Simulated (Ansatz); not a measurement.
# GaCuW in the AlB2 type: Migdal–Eliashberg transition temperature, part 2 of 3

Aim: the phonon-mediated transition temperature of GaCuW in the AlB2 type at ambient pressure, over a range of μ*. The cell shown first is a relaxed one, from steps not shown here.

Ansatz 0.2.0; DFT PBE, scalar-relativistic, plane waves, PAW; PAW set soft_1.

So far, log mean phonon energy ħω_log (meV): step 2 (resistivity: q 3×3×3, k 6×6×9, scattering 8×8×12) 13.7.

The structure was built from a prototype and need not be the compound's stable phase.

## (3) Resistivity: scattering mesh 18×18×20

The next rung changes the scattering mesh, which samples the Fermi surface.

input.yaml

```yaml
crystal:
  lattice:
    - [4.2302088612, 0.0, 0.0]
    - [-2.1151044306, 3.6634683371, 0.0]
    - [0.0, 0.0, 2.7597669953]
  atoms:
    - { symbol: W, position: [0.0, 0.0, 0.0] }
    - { symbol: Ga, position: [0.3333333333, 0.6666666667, 0.5] }
    - { symbol: Cu, position: [0.6666666667, 0.3333333333, 0.5] }
kpoints:
  mp_grid: { grid: [6, 6, 9] }
hamiltonian:
  xc: pbe
  pseudopotentials: { kind: paw, azcp: { folder: soft_1 } }
scf:
  occupations: { method: methfessel_paxton, width: 0.2 }
output:
  eigenvalues: true
phonons:
  method: dfpt
  qmesh: [3, 3, 3]
  temperatures: { t_max: 1000, t_step: 50 }
  qpath:
    path:
      - [[0.0, 0.0, 0.0], [0.5, 0.0, 0.0], [0.33333333, 0.33333333, 0.0], [0.0, 0.0, 0.0], [0.0, 0.0, 0.5], [0.5, 0.0, 0.5], [0.33333333, 0.33333333, 0.5], [0.0, 0.0, 0.5]]
      - [[0.5, 0.0, 0.5], [0.5, 0.0, 0.0]]
      - [[0.33333333, 0.33333333, 0.5], [0.33333333, 0.33333333, 0.0]]
    npoints: 10
  electrical_resistivity:
    mesh: [18, 18, 20]
    temperatures: [20.0, 50.0, 77.0, 100.0, 150.0, 200.0, 300.0, 400.0, 600.0, 800.0]
  superconductivity: { mesh: [18, 18, 20] }
```

The run is started by

```bash
ansatz run input.yaml --threads 4 --pin off --max-ram 12288MiB --backend cpu --events-out ev --progress --plain --runs-dir out
```

Numbers of over 12 decimals in the logs are rounded to 6 here.

Log:

```text
[...]
Crystal: 3 atoms, lattice volume = 42.769 Å³
Basis set: ecut = 420 eV, 843 PW (Γ), exchange–correlation on 60×60×40 points (8 copies of the dense FFT grid, shifted against one another)
Bands: 28, of which v1, the nominal top of the filled ones, is band 23 counted from 1 (22 counted from 0)
Symmetry: 12 space group operations
k-points: 35 of 324 (time reversal used)
[...]
SCF iter   1: F=—  HF=-20794.862743 eV  |F-HF|=—  |Δ(HF+E_count)|=         —  Δρ=1.68e-1  dr2=8.69e0  ethr=3.10e-3  ⟨swp⟩=4.1  Hψ=3307  notcnv=0
[...]
SCF iter  12: F=-20793.389067 eV  HF=-20793.389067 eV  |F-HF|=7.28e-12  |Δ(HF+E_count)|=    0.00e0  S|Δr|=    0.00e0  Δρ=3.49e-8  dr2=4.80e-13  ethr=1.00e-12  ⟨swp⟩=5.0  Hψ=3704  notcnv=0
SCF 1 converged in 12 iterations: F = -20793.389067 eV  dr2 = 4.80e-13
[...]
SCF iter   3: F=-20793.389067 eV  HF=-20793.389067 eV  |F-HF|=0.00e0  |Δ(HF+E_count)|=  7.28e-12  S|Δr|=    0.00e0  Δρ=1.15e-7  dr2=5.33e-12  ethr=1.00e-12  ⟨swp⟩=1.3  Hψ=2145  notcnv=0
SCF 2 converged in 3 iterations: F = -20793.389067 eV  dr2 = 5.33e-12
[...]
NSCF: frozen V_eff on 35 k-points
[...]
SCF iter   1: F=—  HF=-20794.862743 eV  |F-HF|=—  |Δ(HF+E_count)|=         —  Δρ=1.68e-1  dr2=8.69e0  ethr=3.10e-3  ⟨swp⟩=4.1  Hψ=3307  notcnv=0
[...]
SCF iter  12: F=-20793.389067 eV  HF=-20793.389067 eV  |F-HF|=1.46e-11  |Δ(HF+E_count)|=  7.28e-12  S|Δr|=    0.00e0  Δρ=3.45e-8  dr2=4.72e-13  ethr=1.00e-12  ⟨swp⟩=2.0  Hψ=1925  notcnv=0
SCF 3 converged in 12 iterations: F = -20793.389067 eV  dr2 = 4.72e-13
[...]
SCF converged after 12 iterations
[...]
Free energy (F): -20793.389067 eV
[...]
Internal energy: -20793.384956 eV  (E = F + TS)
E sigma→0 (E₀):  -20793.388039 eV
Entropy (-TS):   -0.004111 eV (-1.370 meV/atom)
Fermi energy:    17.337506 eV
[...]
--- Band table (eV; the first three rows and the last of 35) ---
  k-point 0: bands = [... 19 lower, 14.5362, 14.5637, 14.5637, 19.0232, 19.6639, 19.6639, 20.8969, 20.8969, ... 1 higher]
  k-point 1: bands = [... 19 lower, 14.9478, 14.9478, 14.9575, 18.5396, 18.5396, 19.1597, 22.1625, 22.1625, ... 1 higher]
  k-point 2: bands = [... 19 lower, 15.6201, 15.6201, 16.0348, 17.3107, 17.3107, 19.5466, 20.9044, 23.3392, ... 1 higher]
  k-point 34: bands = [... 19 lower, 14.9361, 15.1211, 15.9935, 16.3419, 18.4957, 19.6973, 19.8660, 20.4081, ... 1 higher]
[...]
ASR residual: 3.057e-5 → 0.000e0 eV/Å²; symmetrization residual: 1.907e-7 eV/Å²
  ASR residual per site (eV/Å²): 1.93e-5 1.97e-5 3.06e-5
  Γ frequencies (cm⁻¹): 0.00 0.00 0.00 93.86 126.02 167.77 167.77 248.31 248.31
--- Phonons (arbitrary-q DFPT): 6 irreducible q on the 3×3×3 mesh ---
[...]
interpolated dispersion: 93 rows × 9 modes
[...]
--- Electrical resistivity: potentials and phonons of a 3×3×3 supercell ---
[...]
at the Fermi level of each mesh (of a tensor a third of its trace):
[...]
18×18×20                     1.1097              4.4280    0.4094    0.4354          13.630
         9×9×10                     1.1259              4.3284    0.4071    0.4550          13.681
  resistivity on the deck's mesh, µΩ·cm:
[...]
20.00     6.0831e-2              no     7.7997e-2     7.7997e-2     2.6500e-2       1.3414e-1         6.4892e-2
     50.00      1.9333e0              no      2.3986e0      2.3986e0      1.0026e0        2.4173e0          1.9620e0
     77.00      4.9130e0              no      6.0668e0      6.0668e0      2.6055e0        5.4968e0          4.9960e0
    100.00      7.6054e0              no      9.3770e0      9.3770e0      4.0621e0        8.2302e0          7.7369e0
    150.00      1.3347e1              no      1.6437e1      1.6437e1      7.1685e0        1.4122e1          1.3579e1
    200.00      1.8896e1              no      2.3255e1      2.3255e1      1.0178e1        1.9919e1          1.9222e1
    300.00      2.9640e1              no      3.6420e1      3.6420e1      1.6081e1        3.1380e1          3.0147e1
    400.00      4.0064e1              no      4.9137e1      4.9137e1      2.1919e1        4.2681e1          4.0752e1
    600.00      6.0397e1              no      7.3852e1      7.3852e1      3.3488e1        6.4877e1          6.1460e1
    800.00      8.0681e1              no      9.8516e1      9.8516e1      4.5011e1        8.7000e1          8.2152e1
[...]
Hall coefficient in a weak field at 20 K (a third of the trace): -7.998e-11 m³/C (as a tensor it moves by 19.1 % between the two finest meshes); by each state's relaxation time: -8.878e-11 m³/C; by a constant relaxation time: -6.927e-11 m³/C
[...]
not converged in the mesh (λ_tr; the resistivity at 20 K by 9.72 %; the resistivity at 50 K by 14.17 %; the resistivity at 77 K by 15.67 %; the resistivity at 100 K by 16.08 %; the resistivity at 150 K by 16.00 %; the resistivity at 200 K by 15.33 %; the resistivity at 300 K by 13.50 %; the resistivity at 400 K by 11.74 %; the resistivity at 600 K by 8.98 %; the resistivity at 800 K by 6.91 %): between neighbouring [...]
  vibrations of 27 cells: unjudged by the run; compare a larger repeat
[...]
--- Superconductivity: potentials and phonons of a 3×3×3 supercell ---
           mesh         λ    ħω_log (meV)  μ* declared at (meV)
       18×18×20    0.4094          13.630               15.704
         9×9×10    0.4071          13.681               15.802
  λ by the species' shares of the modes' patterns: W 0.2023, Ga 0.0918, Cu 0.1153
[...]
0.08      1.150         1.170         1.080         1.080         1.253         1.250          1.252
      0.10      0.756         0.769         0.692         0.694         0.843         0.843          0.842
      0.12      0.459         0.466         0.410         0.414         0.536         0.538          0.536
      0.13      0.344         0.349         0.305         0.309         0.417         0.420          0.417
      0.14      0.250         0.254         0.220         0.225         0.318         0.323          0.319
      0.16      0.118         0.119         0.104         0.108         0.174         0.179          0.175
      0.20      0.013         0.013    none_found    none_found    none_found    none_found     none_found
  none_found: no transition down to 0.1 K
[...]
converged in the mesh: between neighbouring meshes, the two finest first, λ moves by 0.58 % and the anisotropic transition temperature over the full bandwidth at μ* = 0.13 by 4.68 %; converged means that the two finest part by at most 2.00 % and 5.00 %
  vibrations of 27 cells: unjudged by the run; compare a larger repeat
[...]
```

It took 9.6 min on 4 threads of Arm Neoverse V2, shared host; peak memory 5.3 GiB; 37 min of CPU time.

Numbers from this step:

| Item | Value |
| --- | --- |
| resistivity at 300 K | 29.64 μΩ cm, mean of the axes |
| coupling constant λ | 0.4094 |
| density of states at the Fermi level | 1.11 states/eV a spin and cell |
| log mean phonon energy ħω_log | 13.63 meV |
| transport coupling constant λ_tr | 0.4411, 0.4411, 0.424 (xx, yy, zz) |
| Drude plasma energy | 3.748, 3.748, 5.543 eV (xx, yy, zz) |
| resistivity times mean free path | 13.54, 13.54, 7.061 × 10⁻¹⁶ Ω m² (xx, yy, zz) |
| second-moment phonon energy ħω₂ | 15.70 meV |

An empty cell: under 1 mK by a formula, or no transition down to the floor of the Eliashberg search. Transition temperatures:

```
  μ*  McMillan Tc (K)  Allen–Dynes Tc (K)  isotropic Fermi-surface Tc (K)  isotropic full bandwidth Tc (K)  anisotropic Fermi-surface Tc (K)  anisotropic full bandwidth Tc (K)  anisotropic narrow window Tc (K)
0.08             1.15                1.17                            1.08                             1.08                              1.25                               1.25                              1.25
 0.1            0.756               0.769                           0.692                            0.694                             0.843                              0.843                             0.842
0.12            0.459               0.466                            0.41                            0.414                             0.536                              0.538                             0.536
0.13            0.344               0.349                           0.305                            0.309                             0.417                               0.42                             0.417
0.14             0.25               0.254                            0.22                            0.225                             0.318                              0.323                             0.319
0.16            0.118               0.119                           0.104                            0.108                             0.174                              0.179                             0.175
 0.2           0.0128               0.013                               -                                -                                 -                                  -                                 -
```

For the log mean phonon energy ħω_log, step 2 gave 13.7 meV; this run, with scattering mesh 18×18×20, gives 13.6 meV.

(Continued in part 3 of 3.)

[Logs are printed without paths, hosts, clocks, repeated set-up lines and the standing remarks that a program may print on its own settings, such as how far it seeks lower states.]

[Hosts, paths, dates, database ids (printed as entryN), source tags and the programs' standing remarks are cut or masked in the printed files.]
